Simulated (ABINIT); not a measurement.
## A GW run on BN (P6_3/mmc) in ABINIT, with inputs changed

A base run on BN (P6_3/mmc), then changed inputs.

Main program and level: ABINIT 10.8.3; PBE and many-body steps on it, plane waves.

### Step 1. Starting point

It takes space group P6_3/mmc (No. 194, hexagonal). The conventional cell has a = 2.504 Å, b = 2.504 Å, c = 6.661 Å, α = 90.00°, β = 90.00°, γ = 120.00°. B has 3 N at 1.45 Å nearest. Nearest to N lie 3 B at 1.45 Å. Farther neighbours and most contacts between anions are not listed.

The cell and positions come from the Crystallography Open Database and are kept as given unless a step says otherwise.

### Step 2. Screening, 6×6×4 mesh, 115 bands, screening to 190.5 eV

This step: ABINIT 10.8.3; RPA screening on PBE, plane waves, norm-conserving pseudopotentials.

The RPA dielectric matrix is built and inverted for each q.

Contents of run.abi:

```
acell 3*1.0 Angstrom
rprim 
  2.503989999987 0.000000000003 0.000000000000
  -1.251994999996 2.168518950810 0.000000000000
  0.000000000000 0.000000000000 6.661200000000
ntypat 2
znucl 5 7
natom 4
typat 1 1 2 2
xred 
  0.333333333333 0.666666666667 0.250000000000
  0.666666666667 0.333333333333 0.750000000000
  0.333333333333 0.666666666667 0.750000000000
  0.666666666667 0.333333333333 0.250000000000
pp_dirpath "pseudos"
pseudos "B.upf, N.upf"
ecut 36
ngkpt 6 6 4
nshiftk 1
shiftk 0 0 0
kptopt 1
chksymbreak 0
istwfk *1
occopt 1
irdwfk 1
optdriver 3
nband 115
ecuteps 7
inclvkb 2
awtr 1
symchi 1
indata_prefix "in"
outdata_prefix "out"
tmpdata_prefix "tmp"
```

On the command line:

```console
> OMP_NUM_THREADS=1 mpirun -n 8 abinit run.abi > log
```

The log of the run:

```text
.Version 10.8.3 of ABINIT. v10.8.2 released Aug 2026.

 Symmetries : space group P6_3/m m c (#194); Bravais hP (primitive hexag.)
[... echo of the input left out ...]
== DATASET  1 ==================================================================
-   mpi_nproc: 8, omp_nthreads: 1 (-1 if OMP is not activated)

--- !DatasetInfo
iteration_state: {dtset: 1, }
dimensions: {natom: 4, nkpt: 21, mband: 115, nsppol: 1, nspinor: 1, nspden: 1, mpw: 2542, }
cutoff_energies: {ecut:  36.0, pawecutdg:  -1.0, }
electrons: {nelect:   1.60000000E+01, charge:   0.00000000E+00, occopt:   1.00000000E+00, tsmear:   1.00000000E-02, }

 SCREENING: Calculation of the susceptibility and dielectric matrices

 Based on a program developped by R.W. Godby, V. Olevano, G. Onida, and L. Reining.
 Incorporated in ABINIT by V. Olevano, G.-M. Rignanese, and M. Torrent.
.Using double precision arithmetic ; gwpc =  8

[... cell and pseudopotentials left out ...]
--------------------------------------------------------------------------------

 ==== K-mesh for the wavefunctions ====
 Number of points in the irreducible wedge :    21
[... list of points left out ...]
 Together with 24 symmetry operations and time-reversal symmetry
 yields   144 points in the full Brillouin Zone.

 ==== Q-mesh for the screening function ====
 Number of points in the irreducible wedge :    21
[... list of points left out ...]
 Together with 24 symmetry operations and time-reversal symmetry
 yields   144 points in the full Brillouin Zone.

 setmesh: FFT mesh size selected  =    15x   15x   50
          total number of points  =        11250

 vcoul_init : cutoff-mode = AUXILIARY_FUNCTION
 q-points for optical limit:   1
     1)      0.000010    0.000020    0.000030

- screening: taking advantage of time-reversal symmetry
- Maximum band index for partially occupied states nbvw = 8
- Remaining bands to be divided among processors   nbcw = 107
- Number of bands treated by each node ~13

 Number of electrons calculated from density =   16.0000; Expected =   16.0000
 average of density, n =  0.065550
 r_s =    1.5386
 omega_plasma =   24.6969 [eV]

 calculating chi0 at frequencies [eV] :
  1    0.000000E+00    0.000000E+00
  2    0.000000E+00    2.469694E+01

--------------------------------------------------------------------------------
  q-point number  1        q = ( 0.000000, 0.000000, 0.000000) [r.l.u.]
--------------------------------------------------------------------------------
[... chi0 elements left out ...]
 For q-point:  0.000010 0.000020 0.000030
  dielectric constant =   4.2250
  dielectric constant without local fields =   4.5496

  Average fulfillment of the sum rule on Im[epsilon] for q-point    1 :     86.86  [%]
[... wings left out ...]
  q-point number  2        q = ( 0.166667, 0.000000, 0.000000) [r.l.u.]
--------------------------------------------------------------------------------
[... chi0 elements left out ...]
  Average fulfillment of the sum rule on Im[epsilon] for q-point    2 :     91.97  [%]

 [... 19 further q-points ...]
```

Run time: 2 min. Hardware: 8 MPI ranks of Arm Neoverse V1, shared host; peak memory 1.4 GiB; 13 min of CPU time.

Numbers from this step:

```yaml
eps_infinity_with_local_fields_on_this_mesh_along_the_program_s_q_direction: 4.225
the_same_without_local_fields: 4.550
plasma_frequency: 24.70 eV
plane_waves_in_the_screening_matrix: 213
```

Local fields lower ε∞ by 7 %. On a Γ-centred mesh this coarse the value itself is usually too large, while a short band sum pulls it down.

### Step 3. Base

The self-energy is evaluated for the states that the input lists, and the levels follow from it, in one-shot runs by the linearised quasiparticle equation.

This step: G0W0 on PBE, plane waves, norm-conserving pseudopotentials.

Edit run.abi of step 2 so:

```diff
@@ -25,8 +25,19 @@
 irdwfk 1
-optdriver 3
+optdriver 4
 nband 115
+gwcalctyp 0
+ecutsigx 36
+symsigma 1
+nkptgw 3
+kptgw 
+  0.3333333333 0.3333333333 0.5000000000
+  0.5000000000 0.0000000000 0.0000000000
+  0.0000000000 0.0000000000 0.0000000000
+bdgw 
+  7 10
+  7 10
+  7 10
 ecuteps 7
-inclvkb 2
-awtr 1
-symchi 1
+irdscr 1
+ppmodel 1
 indata_prefix "in"
```

The log of the run:

```text
.Version 10.8.3 of ABINIT. v10.8.2 released Aug 2026.

 Symmetries : space group P6_3/m m c (#194); Bravais hP (primitive hexag.)
[... echo of the input left out ...]
== DATASET  1 ==================================================================
-   mpi_nproc: 8, omp_nthreads: 1 (-1 if OMP is not activated)

--- !DatasetInfo
iteration_state: {dtset: 1, }
dimensions: {natom: 4, nkpt: 21, mband: 115, nsppol: 1, nspinor: 1, nspden: 1, mpw: 2542, }
cutoff_energies: {ecut:  36.0, pawecutdg:  -1.0, }
electrons: {nelect:   1.60000000E+01, charge:   0.00000000E+00, occopt:   1.00000000E+00, tsmear:   1.00000000E-02, }

 SIGMA: Calculation of the GW corrections

 Based on a program developped by R.W. Godby, V. Olevano, G. Onida, and L. Reining.
 Incorporated in ABINIT by V. Olevano, G.-M. Rignanese, and M. Torrent.
.Using double precision arithmetic ; gwpc =  8

[... cell and pseudopotentials left out ...]
--------------------------------------------------------------------------------

 ==== K-mesh for the wavefunctions ====
 Number of points in the irreducible wedge :    21
[... list of points left out ...]
 Together with 24 symmetry operations and time-reversal symmetry
 yields   144 points in the full Brillouin Zone.

 ==== Q-mesh for screening function ====
 Number of points in the irreducible wedge :    21
[... list of points left out ...]
 Together with 24 symmetry operations and time-reversal symmetry
 yields   144 points in the full Brillouin Zone.

 vcoul_init : cutoff-mode = AUXILIARY_FUNCTION
 q-points for optical limit:   1
     1)      0.000010    0.000020    0.000030
 setmesh: FFT mesh size selected  =    24x   24x   72
          total number of points  =        41472

 Number of electrons calculated from density =   16.0000; Expected =   16.0000
 average of density, n =  0.065550
 r_s =    1.5386
 omega_plasma =   24.6969 [eV]

 === KS Band Gaps ===
  >>>> For spin  1
   Minimum direct gap =   4.6696 [eV], located at k-point      :   0.3333  0.3333  0.5000
   Fundamental gap    =   4.3142 [eV], Top of valence bands at :   0.3333  0.3333  0.5000
                                       Bottom of conduction at :   0.5000  0.0000  0.0000
 SIGMA fundamental parameters:
 PLASMON POLE MODEL  1
 number of plane-waves for SigmaX                 2481
 number of plane-waves for SigmaC and W            213
 number of plane-waves for wavefunctions          2481
 number of bands                                   115
 number of independent spin polarizations            1
 number of spinorial components                      1
 number of k-points in IBZ                          21
 number of q-points in IBZ                          21
 number of symmetry operations                      24
 number of k-points in BZ                          144
 number of q-points in BZ                          144
 number of frequencies for dSigma/dE                 9
 frequency step for dSigma/dE [eV]                0.25
 number of omega for Sigma on real axis              0
 max omega for Sigma on real axis  [eV]           0.00
 zcut for avoiding poles [eV]                     0.10

 EPSILON^-1 parameters (SCR file):
 dimension of the eps^-1 matrix on file            213
 dimension of the eps^-1 matrix used               213
 number of plane-waves for wavefunctions          2481
 number of bands                                   115
 number of q-points in IBZ                          21
 number of frequencies                               2
 number of real frequencies                          1
 number of imag frequencies                          1

 matrix elements of self-energy operator (all in [eV])

 Perturbative Calculation

--- !SelfEnergy_ee
iteration_state: {dtset: 1, }
kpoint     : [   0.333,    0.333,    0.500, ]
spin       : 1
KS_gap     :    4.670
QP_gap     :    6.242
Delta_QP_KS:    1.573
data: !SigmaeeData |
     Band     E0 <VxcDFT>   SigX SigC(E0)      Z dSigC/dE  Sig(E)    E-E0       E
        7   2.782 -16.630 -19.896   2.406   0.805  -0.242 -17.322  -0.691   2.090
        8   2.782 -16.630 -19.896   2.406   0.805  -0.242 -17.322  -0.691   2.090
        9   7.451 -10.920  -5.627  -4.234   0.832  -0.201 -10.039   0.881   8.333
       10   7.451 -10.920  -5.627  -4.234   0.832  -0.201 -10.039   0.881   8.333

--- !SelfEnergy_ee
iteration_state: {dtset: 1, }
kpoint     : [   0.500,    0.000,    0.000, ]
spin       : 1
KS_gap     :    4.750
QP_gap     :    6.271
Delta_QP_KS:    1.521
data: !SigmaeeData |
     Band     E0 <VxcDFT>   SigX SigC(E0)      Z dSigC/dE  Sig(E)    E-E0       E
        7   1.355 -14.859 -18.586   2.532   0.805  -0.242 -15.821  -0.963   0.392
        8   2.345 -16.389 -19.872   2.537   0.803  -0.245 -17.149  -0.759   1.586
[...]
--- !SelfEnergy_ee
iteration_state: {dtset: 1, }
kpoint     : [   0.000,    0.000,    0.000, ]
spin       : 1
KS_gap     :    6.581
QP_gap     :    7.832
Delta_QP_KS:    1.251
data: !SigmaeeData |
     Band     E0 <VxcDFT>   SigX SigC(E0)      Z dSigC/dE  Sig(E)    E-E0       E
[...]
8   1.476 -18.428 -22.714   3.144   0.812  -0.232 -19.355  -0.926   0.549
        9   8.056  -8.607  -4.485  -3.743   0.854  -0.171  -8.283   0.325   8.381
       10  13.045 -13.671  -7.109  -4.862   0.803  -0.245 -12.306   1.365  14.410

== END DATASET(S) ==============================================================
================================================================================

 -outvars: echo values of variables after computation  --------
           etotal      0.0000000000E+00
            nband         115
             nkpt          21
          spgroup         194
 [... the other variables as echoed above ...]

 Calculation completed.
```

It took 30 s on 8 MPI ranks; peak memory 1.6 GiB; 2.6 min of CPU time.

Numbers from this step:

```
G0W0 gap on the points computed              : 5.767 eV
starting gap on the mesh                     : 4.314 eV
k of the valence top                         : 0.3333, 0.3333, 0.5
k of the conduction bottom                   : 0.5, 0, 0
Z at the valence top                         : 0.805
Z at the conduction bottom                   : 0.84
least direct G0W0 gap on the computed points : 6.243 eV
```

The gap on the mesh goes from 4.31 eV to 5.77 eV, a correction of +1.45 eV.

### Step 4. Coulomb singularity

Edit run.abi of step 3 so:

```diff
@@ -42,2 +42,3 @@
 ppmodel 1
+gw_icutcoul 3
 indata_prefix "in"
```

The log of the run:

```text
.Version 10.8.3 of ABINIT. v10.8.2 released Aug 2026.

 Symmetries : space group P6_3/m m c (#194); Bravais hP (primitive hexag.)
[... echo of the input left out ...]
== DATASET  1 ==================================================================
-   mpi_nproc: 8, omp_nthreads: 1 (-1 if OMP is not activated)

--- !DatasetInfo
iteration_state: {dtset: 1, }
dimensions: {natom: 4, nkpt: 21, mband: 115, nsppol: 1, nspinor: 1, nspden: 1, mpw: 2542, }
cutoff_energies: {ecut:  36.0, pawecutdg:  -1.0, }
electrons: {nelect:   1.60000000E+01, charge:   0.00000000E+00, occopt:   1.00000000E+00, tsmear:   1.00000000E-02, }

 SIGMA: Calculation of the GW corrections

 Based on a program developped by R.W. Godby, V. Olevano, G. Onida, and L. Reining.
 Incorporated in ABINIT by V. Olevano, G.-M. Rignanese, and M. Torrent.
.Using double precision arithmetic ; gwpc =  8

[... cell and pseudopotentials left out ...]
--------------------------------------------------------------------------------

 ==== K-mesh for the wavefunctions ====
 Number of points in the irreducible wedge :    21
[... list of points left out ...]
 Together with 24 symmetry operations and time-reversal symmetry
 yields   144 points in the full Brillouin Zone.

 ==== Q-mesh for screening function ====
 Number of points in the irreducible wedge :    21
[... list of points left out ...]
 Together with 24 symmetry operations and time-reversal symmetry
 yields   144 points in the full Brillouin Zone.

 vcoul_init : cutoff-mode = CRYSTAL
 q-points for optical limit:   1
     1)      0.000010    0.000020    0.000030
 setmesh: FFT mesh size selected  =    24x   24x   72
          total number of points  =        41472

 Number of electrons calculated from density =   16.0000; Expected =   16.0000
[...]
number of plane-waves for wavefunctions          2481
 number of bands                                   115
 number of q-points in IBZ                          21
 number of frequencies                               2
 number of real frequencies                          1
 number of imag frequencies                          1

 matrix elements of self-energy operator (all in [eV])

 Perturbative Calculation

--- !SelfEnergy_ee
iteration_state: {dtset: 1, }
kpoint     : [   0.333,    0.333,    0.500, ]
spin       : 1
KS_gap     :    4.670
QP_gap     :    6.270
Delta_QP_KS:    1.600
data: !SigmaeeData |
     Band     E0 <VxcDFT>   SigX SigC(E0)      Z dSigC/dE  Sig(E)    E-E0       E
        7   2.782 -16.630 -20.071   2.473   0.803  -0.245 -17.407  -0.777   2.005
        8   2.782 -16.630 -20.071   2.473   0.803  -0.245 -17.407  -0.777   2.005
        9   7.451 -10.920  -5.627  -4.301   0.830  -0.204 -10.096   0.824   8.275
[...]
--- !SelfEnergy_ee
iteration_state: {dtset: 1, }
kpoint     : [   0.500,    0.000,    0.000, ]
spin       : 1
KS_gap     :    4.750
QP_gap     :    6.298
Delta_QP_KS:    1.548
data: !SigmaeeData |
     Band     E0 <VxcDFT>   SigX SigC(E0)      Z dSigC/dE  Sig(E)    E-E0       E
[...]
--- !SelfEnergy_ee
iteration_state: {dtset: 1, }
kpoint     : [   0.000,    0.000,    0.000, ]
spin       : 1
KS_gap     :    6.581
QP_gap     :    7.859
Delta_QP_KS:    1.279
data: !SigmaeeData |
     Band     E0 <VxcDFT>   SigX SigC(E0)      Z dSigC/dE  Sig(E)    E-E0       E
[...]
9   8.056  -8.607  -4.485  -3.809   0.852  -0.174  -8.340   0.267   8.323
       10  13.045 -13.671  -7.109  -4.929   0.801  -0.248 -12.362   1.308  14.353

== END DATASET(S) ==============================================================
================================================================================

 -outvars: echo values of variables after computation  --------
           etotal      0.0000000000E+00
            nband         115
             nkpt          21
          spgroup         194
 [... the other variables as echoed above ...]

 Calculation completed.
```

Run time: 36 s. Hardware: 8 MPI ranks; peak memory 1.6 GiB; 3.4 min of CPU time.

This step gave:

* G0W0 gap on the points computed: 5.794 eV
* starting gap on the mesh: 4.314 eV
* k of the valence top: 0.3333, 0.3333, 0.5
* k of the conduction bottom: 0.5, 0, 0
* Z at the valence top: 0.803
* Z at the conduction bottom: 0.838
* least direct G0W0 gap on the computed points: 6.270 eV

Against G0W0 in ABINIT (6×6×4 mesh, 115 bands, screening to 190.5 eV, Godby-Needs plasmon pole), the gap moves by +0.027 eV.

### Step 5. The runs together

Times are wall times on 8 MPI ranks of Arm Neoverse V1, shared host, good to a factor of about two. A run's time includes the screening step that it read.

```tsv
run	mesh	bands	screening cutoff (eV)	DFT gap (eV)	gap on the mesh (eV)	direct (eV)	ε∞ used	time
base	6×6×4	115	190.5	4.314	5.767	6.243	4.22	2.5 min
Coulomb singularity	6×6×4	115	190.5	4.314	5.794	6.270	4.22	2.6 min
```

### Step 6. What came out

```json
{"base": "5.767 eV", "Coulomb singularity": "5.794 eV", "known limits": "not at the basis limit; coarse k mesh"}
```

What this shows: Coulomb singularity: +0.027 eV against base (keys changed: gw_icutcoul). Bands and cutoff are finite, so the gap is not at the basis limit. The miss can reach some tenths of an eV and take either sign; the mesh is an error of its own. In the first G0W0 run levels were corrected at 3 k points alone, so a gap called «on the mesh» is the least over those, and an edge elsewhere would be missed. The 6×6×4 mesh is coarse for this cell, which bears on the long-range parts of exchange and screening.

[Paths, hosts, dates, memory and timing lines, banners, echoed tables and standing remarks are left out of the program output.]

[Logs are printed without paths, hosts, clocks, repeated set-up lines and the standing remarks that a program may print on its own settings, such as how far it seeks lower states.]

[Runs of the session that timed out or met a known fault of the program may be left out.]

[No measured gap is set beside runs whose start may be inverted or whose files or cutoffs have a known fault.]

[Hosts, paths, dates, database ids (printed as entryN), source tags and the programs' standing remarks are cut or masked in the printed files.]

[G0W0 gaps are taken among the corrected bands and points alone; a level outside them can change the order at an edge.]

[Where Ansatz stands beside ABINIT at settings called matched, ABINIT's density can come from a denser mesh and the files from another edition; pairs whose starting gaps differed by over 0.03 eV were left out, so agreement reads better than it is.]
